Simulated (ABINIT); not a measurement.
# A GW chain in ABINIT: Cl (Cmce), part 2 of 3

Aim: the G0W0 gap of Cl (Cmce) on PBE, step by step.

ABINIT 10.8.3; PBE and many-body steps on it, plane waves. Known limits of the many-body steps: not at the basis limit; coarse k mesh.

So far. Step 2 (Ground state): The gap is indirect, with the least direct gap 0.06 eV higher.

## 3. Bands along the symmetry lines

Level of this step: DFT, PBE, plane waves, norm-conserving pseudopotentials (ABINIT).

Levels along a band path, at the cheap level, show where the edges lie and whether the meshes to come will hold them.

Contents of run.abi:

```
acell 3*1.0 Angstrom
rprim 
  3.145000000000 -2.250000000000 0.000000000000
  3.145000000000 2.250000000000 0.000000000000
  0.000000000000 0.000000000000 8.210000000000
ntypat 1
znucl 17
natom 4
typat 1 1 1 1
xred 
  0.870000000000 0.130000000000 0.100000000000
  0.630000000000 0.370000000000 0.600000000000
  0.130000000000 0.870000000000 0.900000000000
  0.370000000000 0.630000000000 0.400000000000
pp_dirpath "pseudos"
pseudos "Cl.upf"
ecut 25
iscf -2
irdden 1
kptopt 0
nkpt 92
kpt 
  0.00000000 0.00000000 0.00000000
  0.06250000 0.06250000 0.00000000
  0.12500000 0.12500000 0.00000000
  0.18750000 0.18750000 0.00000000
  0.25000000 0.25000000 0.00000000
  0.31250000 0.31250000 0.00000000
  0.37500000 0.37500000 0.00000000
  0.43750000 0.43750000 0.00000000
  0.50000000 0.50000000 0.00000000
  0.48474461 0.51525539 0.00000000
  0.46948923 0.53051077 0.00000000
  0.45423384 0.54576616 0.00000000
  0.43897845 0.56102155 0.00000000
  0.42372307 0.57627693 0.00000000
  0.40846768 0.59153232 0.00000000
  0.39321230 0.60678770 0.00000000
  0.37795691 0.62204309 0.00000000
  -0.37795691 0.37795691 0.00000000
  -0.33071230 0.33071230 0.00000000
  -0.28346768 0.28346768 0.00000000
  -0.23622307 0.23622307 0.00000000
  -0.18897845 0.18897845 0.00000000
  -0.14173384 0.14173384 0.00000000
  -0.09448923 0.09448923 0.00000000
  -0.04724461 0.04724461 0.00000000
  0.00000000 0.00000000 0.00000000
  0.00000000 0.00000000 0.06250000
  0.00000000 0.00000000 0.12500000
  0.00000000 0.00000000 0.18750000
  0.00000000 0.00000000 0.25000000
  0.00000000 0.00000000 0.31250000
  0.00000000 0.00000000 0.37500000
  0.00000000 0.00000000 0.43750000
  0.00000000 0.00000000 0.50000000
  -0.04724461 0.04724461 0.50000000
  -0.09448923 0.09448923 0.50000000
  -0.14173384 0.14173384 0.50000000
  -0.18897845 0.18897845 0.50000000
  -0.23622307 0.23622307 0.50000000
  -0.28346768 0.28346768 0.50000000
  -0.33071230 0.33071230 0.50000000
  -0.37795691 0.37795691 0.50000000
  0.37795691 0.62204309 0.50000000
  0.39321230 0.60678770 0.50000000
  0.40846768 0.59153232 0.50000000
  0.42372307 0.57627693 0.50000000
  0.43897845 0.56102155 0.50000000
  0.45423384 0.54576616 0.50000000
  0.46948923 0.53051077 0.50000000
  0.48474461 0.51525539 0.50000000
  0.50000000 0.50000000 0.50000000
  0.50000000 0.50000000 0.43750000
  0.50000000 0.50000000 0.37500000
  0.50000000 0.50000000 0.31250000
  0.50000000 0.50000000 0.25000000
  0.50000000 0.50000000 0.18750000
  0.50000000 0.50000000 0.12500000
  0.50000000 0.50000000 0.06250000
  0.50000000 0.50000000 0.00000000
  0.00000000 0.00000000 0.00000000
  0.00000000 0.06250000 0.00000000
  0.00000000 0.12500000 0.00000000
  0.00000000 0.18750000 0.00000000
  0.00000000 0.25000000 0.00000000
  0.00000000 0.31250000 0.00000000
  0.00000000 0.37500000 0.00000000
  0.00000000 0.43750000 0.00000000
  0.00000000 0.50000000 0.00000000
  0.00000000 0.50000000 0.06250000
  0.00000000 0.50000000 0.12500000
  0.00000000 0.50000000 0.18750000
  0.00000000 0.50000000 0.25000000
  0.00000000 0.50000000 0.31250000
  0.00000000 0.50000000 0.37500000
  0.00000000 0.50000000 0.43750000
  0.00000000 0.50000000 0.50000000
  0.00000000 0.43750000 0.50000000
  0.00000000 0.37500000 0.50000000
  0.00000000 0.31250000 0.50000000
  0.00000000 0.25000000 0.50000000
  0.00000000 0.18750000 0.50000000
  0.00000000 0.12500000 0.50000000
  0.00000000 0.06250000 0.50000000
  0.00000000 0.00000000 0.50000000
  0.06250000 0.06250000 0.50000000
  0.12500000 0.12500000 0.50000000
  0.18750000 0.18750000 0.50000000
  0.25000000 0.25000000 0.50000000
  0.31250000 0.31250000 0.50000000
  0.37500000 0.37500000 0.50000000
  0.43750000 0.43750000 0.50000000
  0.50000000 0.50000000 0.50000000
istwfk *1
nband 21
nbdbuf 2
tolwfr 1e-08
nstep 40
prtwf 0
prtvol 0
indata_prefix "in"
outdata_prefix "out"
tmpdata_prefix "tmp"
```

The run is started by

```console
$ OMP_NUM_THREADS=1 mpirun -n 4 abinit run.abi > log
```

Numbers of over 12 decimals in the logs are rounded to 6 here.

Log:

```text
.Version 10.8.3 of ABINIT. v10.8.2 released Aug 2026.

 Symmetries : space group Cm c a (# 64); Bravais oC (1-face-center ortho.)
[... echo of the input left out ...]
== DATASET  1 ==================================================================
-   mpi_nproc: 4, omp_nthreads: 1 (-1 if OMP is not activated)

--- !DatasetInfo
iteration_state: {dtset: 1, }
dimensions: {natom: 4, nkpt: 92, mband: 21, nsppol: 1, nspinor: 1, nspden: 1, mpw: 4726, }
cutoff_energies: {ecut:  25.0, pawecutdg:  -1.0, }
electrons: {nelect:   2.80000000E+01, charge:   0.00000000E+00, occopt:   1.00000000E+00, tsmear:   1.00000000E-02, }

 Real(R)+Recip(G) space primitive vectors, cartesian coordinates (Bohr,Bohr^-1):
 R(1)=  5.9431887 -4.2518838  0.0000000  G(1)=  0.0841299 -0.1175949  0.0000000
 R(2)=  5.9431887  4.2518838  0.0000000  G(2)=  0.0841299  0.1175949  0.0000000
 R(3)=  0.0000000  0.0000000 15.5146515  G(3)=  0.0000000  0.0000000  0.0644552
 Unit cell volume ucvol=  7.8410265E+02 bohr^3
 Angles (23,13,12)=  9.00000000E+01  9.00000000E+01  7.11614758E+01 degrees

 getcut: wavevector=  0.0000  0.0000  0.0000  ngfft=  36  36  72
         ecut(hartree)=     25.000   => boxcut(ratio)=   2.06184

--- Pseudopotential description ------------------------------------------------
- Cl Generated using ONCVPSP code by D. R. Hamann
- 17.00000   7.00000  171031                  znucl, zion, pspdat
12 -101130 2 -1 1028                          pspcod,pspxc,lmax,lloc,mmax
     nproj     2     2     2
  pspatm : epsatm=    9.12776517
         --- l  ekb(1:nproj) -->
             0    8.139296    0.698720
             1    3.821713    1.107519
             2   -2.938609   -0.805455
 pspatm: atomic psp has been read  and splines computed

--------------------------------------------------------------------------------

================================================================================
 prteigrs : about to open file out_EIG
 Non-SCF case, kpt    1 (  0.00000  0.00000  0.00000), residuals and eigenvalues=
  9.10E-09  4.36E-09  3.03E-09  2.84E-09  2.33E-09  3.46E-09  6.47E-09  4.11E-09
  2.64E-09  3.58E-09  8.63E-09  6.28E-09  3.92E-09  5.99E-09  2.47E-09  8.22E-09
  9.45E-09  7.05E-09  9.02E-09  1.59E-05  1.13E-05
 -6.4091E-01 -6.3353E-01 -4.9406E-01 -4.7435E-01 -2.2600E-01 -1.9657E-01
 -1.2661E-01 -1.2203E-01 -1.0941E-01 -1.0909E-01 -5.6008E-02 -4.5071E-02
 -3.5652E-02 -3.2335E-02  6.0461E-02  8.1125E-02  2.2390E-01  2.4601E-01
[...]
Non-SCF case, kpt    2 (  0.06250  0.06250  0.00000), residuals and eigenvalues=
  8.20E-09  9.68E-09  3.71E-09  9.17E-09  7.66E-09  2.11E-09  3.67E-09  3.61E-09
[...]
5.04E-09  8.87E-09  9.11E-09  2.42E-05  3.23E-05
[...]
Non-SCF case, kpt    3 (  0.12500  0.12500  0.00000), residuals and eigenvalues=
[...]
2.71E-09  8.35E-09  2.97E-09  8.64E-06  3.91E-04
[...]
Non-SCF case, kpt   91 (  0.43750  0.43750  0.50000), residuals and eigenvalues=
[...]
Non-SCF case, kpt   92 (  0.50000  0.50000  0.50000), residuals and eigenvalues=
[...]
-1.6293E-01 -1.6293E-01 -1.3168E-01 -1.3168E-01 -5.6040E-02 -5.6040E-02
 -4.7061E-02 -4.7061E-02  6.4366E-02  6.4366E-02  2.9807E-01  2.9807E-01
[...]
--- !ResultsGS
iteration_state: {dtset: 1, }
comment   : Summary of ground state results
lattice_vectors:
- [  5.9431887,  -4.2518838,   0.0000000, ]
- [  5.9431887,   4.2518838,   0.0000000, ]
- [  0.0000000,   0.0000000,  15.5146515, ]
lattice_lengths: [   7.30753,    7.30753,   15.51465, ]
lattice_angles: [ 90.000,  90.000,  71.161, ] # degrees, (23, 13, 12)
lattice_volume:   7.8410265E+02
convergence: {deltae:  0.000E+00, res2:  0.000E+00, residm:  9.980E-09, diffor:  0.000E+00, }
etotal    :  -6.55896272E+01
entropy   :   0.00000000E+00
fermie    :  -3.02756789E-02
cartesian_stress_tensor: null
pressure_GPa: null
xred      :
- [  8.7000E-01,   1.3000E-01,   1.0000E-01, Cl]
- [  6.3000E-01,   3.7000E-01,   6.0000E-01, Cl]
- [  1.3000E-01,   8.7000E-01,   9.0000E-01, Cl]
- [  3.7000E-01,   6.3000E-01,   4.0000E-01, Cl]
cartesian_forces: null
force_length_stats: {min: null, max: null, mean: null, }

 Integrated electronic density in atomic spheres:
 ------------------------------------------------
 Atom  Sphere_radius  Integrated_density
[...]
================================================================================

 ----iterations are completed or convergence reached----

 Mean square residual over all n,k,spin=   54.933E-10; max=  99.800E-10
 reduced coordinates (array xred) for    4 atoms
[...]
0.130000000000      0.870000000000      0.900000000000
       0.370000000000      0.630000000000      0.400000000000

 cartesian coordinates (angstrom) at end:
    1      3.145000    -1.665000     0.821000
    2      3.145000    -0.585000     4.926000
    3      3.145000     1.665000     7.389000
    4      3.145000     0.585000     3.284000
 length scales=  1.889726125908  1.889726125908  1.889726125908 bohr
              =  1.000000000000  1.000000000000  1.000000000000 angstroms
 prteigrs : about to open file out_EIG
 Eigenvalues (hartree) for nkpt=  92  k points:
 kpt#   1, nband= 21, wtk=  1.00000, kpt=  0.0000  0.0000  0.0000 (reduced coord)
[...]
kpt#   2, nband= 21, wtk=  1.00000, kpt=  0.0625  0.0625  0.0000 (reduced coord)
[...]
kpt#   3, nband= 21, wtk=  1.00000, kpt=  0.1250  0.1250  0.0000 (reduced coord)
[...]
kpt#  91, nband= 21, wtk=  1.00000, kpt=  0.4375  0.4375  0.5000 (reduced coord)
[...]
0.29925    0.29925    0.33074    0.33075    0.34904
 kpt#  92, nband= 21, wtk=  1.00000, kpt=  0.5000  0.5000  0.5000 (reduced coord)
  -0.62997   -0.62997   -0.48167   -0.48167   -0.21248   -0.21248   -0.16293   -0.16293
  -0.13168   -0.13168   -0.05604   -0.05604   -0.04706   -0.04706    0.06437    0.06437
   0.29807    0.29807    0.33103    0.33104    0.34782

== END DATASET(S) ==============================================================
================================================================================

 -outvars: echo values of variables after computation  --------
            nband          21
             nkpt          92
          spgroup          64
 [... the other variables as echoed above ...]

 Calculation completed.
```

Elapsed: 37 s, on 4 MPI ranks of Arm Neoverse V1, shared host; peak memory 0.39 GiB.

This step gave:

```yaml
gap: 2.457 eV
k_of_the_valence_top: 0.5, 0.5, 0
k_of_the_conduction_bottom: -0.0945, 0.0945, 0
least_direct_gap: 2.515 eV
```

The gap is 2.457 eV, −0.012 eV from the run before at this level.

The electronic bands at the labelled points (eV, zero at the top of the highest filled band):

| point | band 11 | band 12 | band 13 | band 14 | band 15 | band 16 | band 17 | band 18 |
| --- | --- | --- | --- | --- | --- | --- | --- | --- |
| Γ | -0.70 | -0.40 | -0.15 | -0.06 | 2.47 | 3.03 | 6.92 | 7.52 |
| halfway | -0.71 | -0.45 | -0.37 | -0.07 | 2.55 | 2.88 | 8.41 | 8.55 |
| Y | -0.96 | -0.89 | -0.36 | 0.00 | 2.55 | 2.74 | 8.58 | 8.67 |
| halfway | -0.93 | -0.81 | -0.31 | 0.00 | 2.55 | 2.75 | 8.37 | 8.91 |
| F0 | -0.84 | -0.66 | -0.21 | -0.01 | 2.60 | 2.78 | 8.52 | 9.16 |
| jump to Δ0 | -0.84 | -0.66 | -0.21 | -0.01 | 2.60 | 2.78 | 8.52 | 9.16 |
| halfway | -0.40 | -0.30 | -0.24 | -0.05 | 2.64 | 2.98 | 8.22 | 8.70 |
| Γ | -0.70 | -0.40 | -0.15 | -0.06 | 2.47 | 3.03 | 6.92 | 7.52 |
| halfway | -0.70 | -0.49 | -0.13 | -0.07 | 2.51 | 2.91 | 7.11 | 7.57 |
| Z | -0.64 | -0.64 | -0.10 | -0.10 | 2.67 | 2.67 | 7.46 | 7.46 |
| halfway | -0.22 | -0.22 | -0.14 | -0.14 | 2.77 | 2.77 | 8.31 | 8.31 |
| B0 | -0.41 | -0.41 | -0.40 | -0.40 | 2.68 | 2.68 | 9.21 | 9.21 |
| jump to G0 | -0.41 | -0.41 | -0.40 | -0.40 | 2.68 | 2.68 | 9.21 | 9.21 |
| halfway | -0.61 | -0.61 | -0.44 | -0.44 | 2.61 | 2.61 | 8.99 | 8.99 |
| T | -0.70 | -0.70 | -0.46 | -0.46 | 2.58 | 2.58 | 8.93 | 8.93 |
| halfway | -0.85 | -0.80 | -0.47 | -0.13 | 2.54 | 2.68 | 8.67 | 8.79 |
| Y | -0.96 | -0.89 | -0.36 | 0.00 | 2.55 | 2.74 | 8.58 | 8.67 |
| jump to Γ | -0.70 | -0.40 | -0.15 | -0.06 | 2.47 | 3.03 | 6.92 | 7.52 |
| halfway | -0.42 | -0.30 | -0.25 | -0.15 | 2.54 | 2.97 | 7.90 | 8.17 |
| S | -0.51 | -0.51 | -0.15 | -0.15 | 2.85 | 2.85 | 8.30 | 8.30 |
| halfway | -0.46 | -0.46 | -0.09 | -0.09 | 2.80 | 2.80 | 8.40 | 8.40 |
| R | -0.43 | -0.43 | 0.00 | 0.00 | 2.75 | 2.75 | 8.52 | 8.52 |
| halfway | -0.39 | -0.39 | -0.16 | -0.16 | 2.75 | 2.75 | 8.05 | 8.05 |
| Z | -0.64 | -0.64 | -0.10 | -0.10 | 2.67 | 2.67 | 7.46 | 7.46 |
| halfway | -0.71 | -0.71 | -0.18 | -0.18 | 2.66 | 2.66 | 8.76 | 8.76 |
| T | -0.70 | -0.70 | -0.46 | -0.46 | 2.58 | 2.58 | 8.93 | 8.93 |

## 4. Empty states on the mesh, 4×4×2 mesh, 183 bands

The sums over transitions need many empty states on a uniform mesh; this step solves for them.

Contents of run.abi:

```
acell 3*1.0 Angstrom
rprim 
  3.145000000000 -2.250000000000 0.000000000000
  3.145000000000 2.250000000000 0.000000000000
  0.000000000000 0.000000000000 8.210000000000
ntypat 1
znucl 17
natom 4
typat 1 1 1 1
xred 
  0.870000000000 0.130000000000 0.100000000000
  0.630000000000 0.370000000000 0.600000000000
  0.130000000000 0.870000000000 0.900000000000
  0.370000000000 0.630000000000 0.400000000000
pp_dirpath "pseudos"
pseudos "Cl.upf"
ecut 25
ngkpt 4 4 2
nshiftk 1
shiftk 0 0 0
kptopt 1
chksymbreak 0
irdden 1
istwfk *1
nband 183
prtvol 0
optdriver 6
gwr_task "HDIAGO"
paral_kgb 0
occopt 1
indata_prefix "in"
outdata_prefix "out"
tmpdata_prefix "tmp"
```

Log:

```text
[banner, memory and clock lines left out]
.Version 10.8.3 of ABINIT. v10.8.2 released Aug 2026.

 Symmetries : space group Cm c a (# 64); Bravais oC (1-face-center ortho.)
[... echo of the input left out ...]
== DATASET  1 ==================================================================
-   mpi_nproc: 4, omp_nthreads: 1 (-1 if OMP is not activated)

--- !DatasetInfo
iteration_state: {dtset: 1, }
dimensions: {natom: 4, nkpt: 14, mband: 183, nsppol: 1, nspinor: 1, nspden: 1, mpw: 4726, }
cutoff_energies: {ecut:  25.0, pawecutdg:  -1.0, }
electrons: {nelect:   2.80000000E+01, charge:   0.00000000E+00, occopt:   1.00000000E+00, tsmear:   1.00000000E-02, }

.Using double precision arithmetic; gwpc =  8

- Reading GS density from: in_DEN

--- Pseudopotential description ------------------------------------------------
- Cl Generated using ONCVPSP code by D. R. Hamann
- 17.00000   7.00000  171031                  znucl, zion, pspdat
12 -101130 2 -1 1028                          pspcod,pspxc,lmax,lloc,mmax
     nproj     2     2     2
  pspatm : epsatm=    9.12776517
         --- l  ekb(1:nproj) -->
             0    8.139296    0.698720
             1    3.821713    1.107519
             2   -2.938609   -0.805455
 pspatm: atomic psp has been read  and splines computed

   1.02230970E+03                                ecore*ucvol(ha*bohr**3)

 Total charge density [el/Bohr^3]
)     Maximum=    2.9110E-01  at reduced coord.    0.2222    0.9444    0.8889
)     Minimum=    1.3720E-03  at reduced coord.    0.2500    0.5000    0.1389
   Integrated=    2.8000E+01

 === KS gaps after direct diagonalization ===
 Indirect band gap semiconductor
 Fundamental gap:     2.469 (eV)
   VBM:    -0.824 (eV) at k: [ 5.0000E-01,  5.0000E-01,  0.0000E+00]
   CBM:     1.645 (eV) at k: [ 0.0000E+00,  0.0000E+00,  0.0000E+00]
 Direct gap:         2.525 (eV) at k: [ 0.0000E+00,  0.0000E+00,  0.0000E+00]

== END DATASET(S) ==============================================================

 -outvars: echo values of variables after computation  --------
           etotal      0.0000000000E+00
            nband         183
             nkpt          14
          spgroup          64
 [... the other variables as echoed above ...]

 Calculation completed.
```

The job ended after 4.4 min (4 MPI ranks; peak memory 4.9 GiB; 18 min of CPU time).

Numbers from this step:

```
gap                                                           : 2.469 eV
k of the valence top                                          : 0.5, 0.5, 0
k of the conduction bottom                                    : 0, 0, 0
least direct gap                                              : 2.525 eV
k points computed                                             : 14
lowest point of the top converged band, above the valence top : 67.9267 eV
```

On this mesh the gap is 2.469 eV.

## 5. Screening, 4×4×2 mesh, 175 bands, screening to 119.7 eV

The RPA dielectric matrix is built and inverted for each q.

This step: RPA screening on PBE, plane waves, norm-conserving pseudopotentials.

run.abi, as its differences from that of step 4:

```diff
@@ -22,10 +22,11 @@
 chksymbreak 0
-irdden 1
 istwfk *1
-nband 183
-prtvol 0
-optdriver 6
-gwr_task "HDIAGO"
-paral_kgb 0
 occopt 1
+irdwfk 1
+optdriver 3
+nband 175
+ecuteps 4.4
+inclvkb 2
+awtr 1
+symchi 1
 indata_prefix "in"
```

Log:

```text
.Version 10.8.3 of ABINIT. v10.8.2 released Aug 2026.

 Symmetries : space group Cm c a (# 64); Bravais oC (1-face-center ortho.)
[... echo of the input left out ...]
== DATASET  1 ==================================================================
-   mpi_nproc: 4, omp_nthreads: 1 (-1 if OMP is not activated)

--- !DatasetInfo
iteration_state: {dtset: 1, }
dimensions: {natom: 4, nkpt: 14, mband: 175, nsppol: 1, nspinor: 1, nspden: 1, mpw: 4726, }
cutoff_energies: {ecut:  25.0, pawecutdg:  -1.0, }
electrons: {nelect:   2.80000000E+01, charge:   0.00000000E+00, occopt:   1.00000000E+00, tsmear:   1.00000000E-02, }

 SCREENING: Calculation of the susceptibility and dielectric matrices

 Based on a program developped by R.W. Godby, V. Olevano, G. Onida, and L. Reining.
 Incorporated in ABINIT by V. Olevano, G.-M. Rignanese, and M. Torrent.
.Using double precision arithmetic ; gwpc =  8

[... cell and pseudopotentials left out ...]
--------------------------------------------------------------------------------

 ==== K-mesh for the wavefunctions ====
 Number of points in the irreducible wedge :    14
[... list of points left out ...]
 Together with  8 symmetry operations and time-reversal symmetry
 yields    32 points in the full Brillouin Zone.

 ==== Q-mesh for the screening function ====
 Number of points in the irreducible wedge :    14
[... list of points left out ...]
 Together with  8 symmetry operations and time-reversal symmetry
 yields    32 points in the full Brillouin Zone.

 setmesh: FFT mesh size selected  =    24x   24x   50
          total number of points  =        28800

 vcoul_init : cutoff-mode = AUXILIARY_FUNCTION
 q-points for optical limit:   1
     1)      0.000010    0.000020    0.000030

- screening: taking advantage of time-reversal symmetry
- Maximum band index for partially occupied states nbvw = 14
- Remaining bands to be divided among processors   nbcw = 161
- Number of bands treated by each node ~40

 Number of electrons calculated from density =   28.0000; Expected =   28.0000
 average of density, n =  0.035710
 r_s =    1.8838
 omega_plasma =   18.2284 [eV]

 calculating chi0 at frequencies [eV] :
  1    0.000000E+00    0.000000E+00
  2    0.000000E+00    1.822838E+01

--------------------------------------------------------------------------------
  q-point number  1        q = ( 0.000000, 0.000000, 0.000000) [r.l.u.]
--------------------------------------------------------------------------------
[... chi0 elements left out ...]
 For q-point:  0.000010 0.000020 0.000030
  dielectric constant =   2.8168
  dielectric constant without local fields =   3.4609

  Average fulfillment of the sum rule on Im[epsilon] for q-point    1 :     75.56  [%]
[... wings left out ...]
  q-point number  2        q = ( 0.250000, 0.000000, 0.000000) [r.l.u.]
--------------------------------------------------------------------------------
[... chi0 elements left out ...]
  Average fulfillment of the sum rule on Im[epsilon] for q-point    2 :     78.47  [%]

 [... 12 further q-points ...]
```

Elapsed: 2.5 min, on 4 MPI ranks; peak memory 1.9 GiB; 9.9 min of CPU time.

This step gave:

| Item | Value |
| --- | --- |
| ε∞ with local fields, on this mesh, along the program's q direction | 2.817 |
| the same without local fields | 3.461 |
| plasma frequency | 18.23 eV |
| plane waves in the screening matrix | 335 |

Local fields lower ε∞ by 19 %. On a Γ-centred mesh this coarse the value itself is usually too large, while a short band sum pulls it down.

(Continued in part 3 of 3.)

[Paths, hosts, dates, memory and timing lines, banners, echoed tables and standing remarks are left out of the program output.]

[Logs are printed without paths, hosts, clocks, repeated set-up lines and the standing remarks that a program may print on its own settings, such as how far it seeks lower states.]

[Runs of the session that timed out or met a known fault of the program may be left out.]

[Hosts, paths, dates, database ids (printed as entryN), source tags and the programs' standing remarks are cut or masked in the printed files.]

[G0W0 gaps are taken among the corrected bands and points alone; a level outside them can change the order at an edge.]

[Where Ansatz stands beside ABINIT at settings called matched, ABINIT's density can come from a denser mesh and the files from another edition; pairs whose starting gaps differed by over 0.03 eV were left out, so agreement reads better than it is.]
